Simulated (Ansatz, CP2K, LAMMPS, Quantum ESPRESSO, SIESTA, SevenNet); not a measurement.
# Structure and levels of amorphous 93SiO2-7P2O5 (mol %) (92 atoms) across programs

Aim: relax amorphous 93SiO2-7P2O5 (mol %) (92 atoms), then compare forces, pressure and levels from several programs at that geometry.

These are calculated values.

## (1) Set-up

The cell holds 92 atoms (26 Si, 4 P and 62 O), with edges of 11.12, 11.12 and 11.12 Å. Recipe: 92 atoms (26 Si, 4 P, 62 O) placed at random at 2.23 g/cm³, melted at 5000 K for 10 ps at fixed volume with the Morse and Coulomb pair potential with partial charges (Pedone, Malavasi, Menziani, Cormack and Segre, J. Phys. Chem. B 110, 11780 (2006)). Quenched from 5000 K to 300 K at 50 K/ps and fixed volume, held 5 ps, then minimised at fixed cell. Then the atoms were relaxed with SevenNet l3i5 in the fixed cell. Then the atoms were relaxed with CP2K double zeta, PBE.

## (2) The relaxation

CP2K double zeta (DZVP-MOLOPT-SR, GTH-PBE potentials, 480 Ry; k-points Γ) took 14 geometry steps and reached its thresholds. It started from the geometry that SevenNet l3i5 had relaxed.

The job ended after 6.1 min (4 MPI ranks of Arm Neoverse V2, shared host; peak memory 2.4 GiB; 24 min of CPU time).

|  | before | after |
| --- | --- | --- |
| energy (meV/atom) | 0 | -2.7 |
| Si-O bonds under 2.12 Å | 105 at 1.646 Å | 105 at 1.651 Å |
| O-P bonds under 2.02 Å | 16 at 1.549 Å | 16 at 1.557 Å |

Atoms moved by 0.03 Å r.m.s. and 0.05 Å at most, with the common shift taken off.

## (3) Structure of the relaxed cell

Density 2.23 g/cm³, 14.95 Å³ an atom.

Pair distribution functions g(r), in bins of 0.2 Å:

| r (Å) | total | O-O | O-Si | O-P | Si-Si | Si-P | P-P |
| --- | --- | --- | --- | --- | --- | --- | --- |
| 1.40 | 0.12 | 0.00 | 0.00 | 2.03 | 0.00 | 0.00 | 0.00 |
| 1.60 | 5.17 | 0.00 | 11.64 | 12.54 | 0.00 | 0.00 | 0.00 |
| 1.80 | 0.56 | 0.00 | 1.47 | 0.00 | 0.00 | 0.00 | 0.00 |
| 2.00 | 0.00 | 0.00 | 0.00 | 0.00 | 0.00 | 0.00 | 0.00 |
| 2.20 | 0.00 | 0.00 | 0.00 | 0.00 | 0.00 | 0.00 | 0.00 |
| 2.40 | 0.24 | 0.52 | 0.00 | 0.00 | 0.00 | 0.00 | 0.00 |
| 2.60 | 2.20 | 4.80 | 0.05 | 0.00 | 0.00 | 0.00 | 0.00 |
| 2.80 | 1.02 | 2.16 | 0.04 | 0.00 | 0.20 | 0.00 | 0.00 |
| 3.00 | 0.52 | 0.40 | 0.07 | 0.23 | 2.49 | 4.01 | 0.00 |
| 3.20 | 0.90 | 0.69 | 0.33 | 0.00 | 4.60 | 3.69 | 0.00 |
| 3.40 | 0.64 | 0.59 | 0.79 | 1.15 | 0.15 | 0.00 | 0.00 |
| 3.60 | 0.82 | 0.48 | 1.34 | 1.54 | 0.00 | 0.00 | 0.00 |
| 3.80 | 1.12 | 0.58 | 1.80 | 2.44 | 0.33 | 0.00 | 0.00 |
| 4.00 | 1.14 | 0.66 | 1.86 | 1.51 | 0.40 | 0.33 | 0.00 |
| 4.20 | 1.36 | 0.93 | 1.90 | 1.52 | 1.19 | 1.18 | 0.00 |
| 4.40 | 0.86 | 0.76 | 0.93 | 1.16 | 0.66 | 1.63 | 0.00 |
| 4.60 | 0.86 | 1.01 | 0.72 | 0.21 | 0.92 | 1.74 | 0.00 |
| 4.80 | 1.10 | 1.57 | 0.45 | 0.66 | 1.40 | 2.06 | 3.00 |
| 5.00 | 1.25 | 1.71 | 0.72 | 0.80 | 1.42 | 1.04 | 5.40 |
| 5.20 | 1.08 | 1.36 | 0.73 | 0.91 | 1.19 | 1.17 | 2.50 |
| 5.40 | 1.05 | 0.97 | 1.08 | 1.21 | 1.12 | 1.46 | 0.00 |

Bonds by pair of elements; cutoffs follow the first minimum of g(r), held within bounds set by covalent radii, and pairs that aren't listed don't count as bonded:

| pair A-B | cutoff (Å) | bonds | mean length (Å) | spread (Å) | shortest (Å) | B about A | A about B |
| --- | --- | --- | --- | --- | --- | --- | --- |
| O-Si | 2.12 | 105 | 1.65 | 0.036 | 1.55 | 1.69 | 4.04 |
| O-P | 2.02 | 16 | 1.56 | 0.049 | 1.46 | 0.258 | 4 |

How many atoms have how many bonded neighbours:

| element | mean | 1 | 2 | 4 | 5 |
| --- | --- | --- | --- | --- | --- |
| O | 1.95 | 3 | 59 | 0 | 0 |
| P | 4 | 0 | 0 | 4 | 0 |
| Si | 4.04 | 0 | 0 | 25 | 1 |

Bond angles, per cent of each kind in bins of 5°:

| angle (°) | O-Si-O | Si-O-Si | O-P-O | P-O-Si |
| --- | --- | --- | --- | --- |
| 85–90 | 1.9 | 0.0 | 0.0 | 0.0 |
| 90–95 | 0.6 | 0.0 | 0.0 | 0.0 |
| 95–100 | 5.0 | 0.0 | 4.2 | 0.0 |
| 100–105 | 15.0 | 0.0 | 16.7 | 0.0 |
| 105–110 | 38.1 | 0.0 | 37.5 | 0.0 |
| 110–115 | 25.0 | 0.0 | 29.2 | 0.0 |
| 115–120 | 10.0 | 0.0 | 12.5 | 0.0 |
| 120–125 | 3.1 | 6.7 | 0.0 | 0.0 |
| 125–130 | 0.0 | 0.0 | 0.0 | 7.1 |
| 130–135 | 0.0 | 11.1 | 0.0 | 21.4 |
| 135–140 | 0.0 | 11.1 | 0.0 | 0.0 |
| 140–145 | 0.0 | 17.8 | 0.0 | 21.4 |
| 145–150 | 0.0 | 20.0 | 0.0 | 21.4 |
| 150–155 | 0.0 | 11.1 | 0.0 | 7.1 |
| 155–160 | 0.6 | 4.4 | 0.0 | 7.1 |
| 160–165 | 0.6 | 4.4 | 0.0 | 7.1 |
| 165–170 | 0.0 | 8.9 | 0.0 | 7.1 |
| 170–175 | 0.0 | 4.4 | 0.0 | 0.0 |

Bond angles (no mean is given where the spread exceeds 20°):

| angle | count | mean (°) | spread (°) |
| --- | --- | --- | --- |
| O-Si-O | 160 | 109 | 8.4 |
| Si-O-Si | 45 | 147 | 12.8 |
| O-P-O | 24 | 109 | 5 |
| P-O-Si | 14 | 146 | 11.6 |

Oxygen atoms by the number of network formers (Si, P, Ge, B, Al, As, Ga) bound to them:

| network formers bound to O | O atoms | per cent |
| --- | --- | --- |
| 0 | 0 | 0 |
| 1 | 3 | 4.8 |
| 2 | 59 | 95.2 |

Network units: each former by its oxygen neighbours and how many of them bridge to another former:

| former | O neighbours | bridging O | atoms |
| --- | --- | --- | --- |
| Si | 4 | 3 | 1 |
| Si | 4 | 4 | 24 |
| Si | 5 | 5 | 1 |
| P | 4 | 3 | 2 |
| P | 4 | 4 | 2 |

Bond length by coordination (bonds to H left out):

| element | coordination | atoms | mean bond length (Å) |
| --- | --- | --- | --- |
| O | 1 | 3 | 1.49 |
| O | 2 | 59 | 1.64 |
| Si | 4 | 25 | 1.65 |
| Si | 5 | 1 | 1.74 |

Rings of the network by King's shortest-path rule, up to 12 atoms, one path for each pair of neighbours; H, halogens, alkali and alkaline-earth atoms are left out, and the last column divides by all other atoms, bonded or not:

| ring size (atoms) | rings | per network atom |
| --- | --- | --- |
| 8 | 2 | 0.022 |
| 10 | 11 | 0.12 |
| 12 | 21 | 0.228 |

For some of the pairs, g(r) has its first main peak near 2.7 Å (O-O), 1.6 Å (O-Si), 1.6 Å (O-P), 3.1 Å (Si-Si) and 3.1 Å (Si-P). By these cutoffs 95 % of O atoms have 2, all P atoms have 4 and 96 % of Si atoms have 4 bonded neighbours. The O-Si-O angle averages 109° with a spread of 8°. 95 % of the oxygens bridge two formers (Si and P) and 5 % are non-bridging. The commonest Si unit has 4 oxygens, 4 of them shared with other formers (24 of 26 atoms). Rings of 12 atoms are the most common (62 % of those counted); sizes run from 8 to 12, where the search stops.

## (4) The plane-wave reference

Quantum ESPRESSO 7.5: Kohn-Sham DFT, PBE, SSSP efficiency 1.3.0 pseudopotentials, plane waves. Its input for the relaxed cell:

```
&control
  calculation = 'scf'
  pseudo_dir = './pseudo'
  outdir = './tmp'
  disk_io = 'none'
  tprnfor = .true.
  tstress = .true.
/
&system
  ibrav = 0
  nat = 92
  ntyp = 3
  ecutwfc = 60
  ecutrho = 480
  nosym = .true.
  occupations = 'smearing'
  smearing = 'fd'
  degauss = 0.003675
/
&electrons
  conv_thr = 4.6e-07
  electron_maxstep = 100
  mixing_beta = 0.4
  mixing_mode = 'plain'
  diagonalization = 'david'
/
ATOMIC_SPECIES
Si 28.085 Si.upf
P 30.974 P.upf
O 15.999 O.upf
CELL_PARAMETERS angstrom
11.12120 0.00000 0.00000
0.00000 11.12120 0.00000
0.00000 0.00000 11.12120
ATOMIC_POSITIONS crystal
Si 0.53023 0.35200 0.48233
Si 0.49944 0.46122 0.89430
Si 0.64178 0.99875 0.78010
[... 87 atom lines left out ...]
O 0.57975 0.76743 0.12080
O 0.31958 0.27946 0.15164
K_POINTS gamma
```

Run time: 2.8 min. Hardware: 4 MPI ranks of Arm Neoverse V2, shared host; peak memory 4.5 GiB; 11 min of CPU time.

## (5) Side by side

CPU times are from a shared host and are rough.

```
                level                    basis or training data  k-points  own r.m.s. force (meV/Å)  difference from the reference (meV/Å)  pressure (GPa)  Kohn-Sham gap (eV)  CPU time  memory (GiB)
              QE, PBE   plane waves, SSSP efficiency, 60/480 Ry         Γ                       134                                      -           -3.16                3.27    11 min           4.5
CP2K triple zeta, PBE     TZV2P-UZH, GTH-PBE potentials, 600 Ry         Γ                       156                                     89           -4.54                3.23    13 min           6.8
      SIESTA DZP, PBE  DZP orbitals, shift 0.01 Ry, mesh 400 Ry         Γ                       174                                    180           -0.76                3.44   4.1 min           2.1
        SevenNet l3i5        trained on PBE(+U) plane-wave data         -                       142                                     64           -3.46                   -     8.8 s           1.5
```

The gap is the spacing of the highest filled and lowest empty Kohn-Sham level on the mesh; a dash marks partly filled levels, a spacing under 0.15 eV or a method without such levels.

## (6) What came out

Relaxation in the fixed cell lowers the energy by 3 meV/atom at its own level and moves atoms by up to 0.05 Å. The reference finds an r.m.s. force of 134 meV/Å there and a pressure of -3.16 GPa, at a geometry that CP2K double zeta made. Forces differ from the reference's by 64 meV/Å (SevenNet l3i5), 89 meV/Å (CP2K triple zeta, PBE) and 180 meV/Å (SIESTA DZP, PBE).

CP2K double zeta is at its own minimum here, so the reference's force is itself a measure of how the two differ. Pressures lie -0.3 GPa (SevenNet l3i5), -1.4 GPa (CP2K triple zeta, PBE) and +2.4 GPa (SIESTA DZP, PBE) from the reference's. The highest filled and lowest empty levels lie 3.27 eV apart in the reference, against 3.23 eV in CP2K triple zeta, PBE and 3.44 eV in SIESTA DZP, PBE. By these cutoffs 95 % of O atoms have 2, all P atoms have 4 and 96 % of Si atoms have 4 bonded neighbours. 95 % of the oxygens bridge two formers (Si and P) and 5 % are non-bridging.

Caveats: The density was set by the recipe and held. One sample of a disordered cell; defect or tail levels can set the gap. Gaps are read on the mesh, which holds the band edges only if they fold onto it, and semilocal functionals tend to put them under measured ones. The quench rate of 50 K/ps is many orders above laboratory rates, so the cell is likely richer in defects and strain than a real sample. The reference samples only Γ, in a cell whose shortest periodic width is 11 Å. The plane-wave runs aren't exact: their cutoffs and mesh weren't converged further here. SIESTA's automatically made basis is far from complete, and its potentials were converted by us (checked for H, C, O, Si, Ge and Ca alone). Where levels are smeared, the DFT runs use Fermi–Dirac occupations at 580 K (0.05 eV), and energies are free energies.

[Logs are printed without paths, hosts, clocks, repeated set-up lines and the standing remarks that a program may print on its own settings, such as how far it seeks lower states.]

[Hosts, paths, dates, database ids (printed as entryN), source tags and the programs' standing remarks are cut or masked in the printed files.]
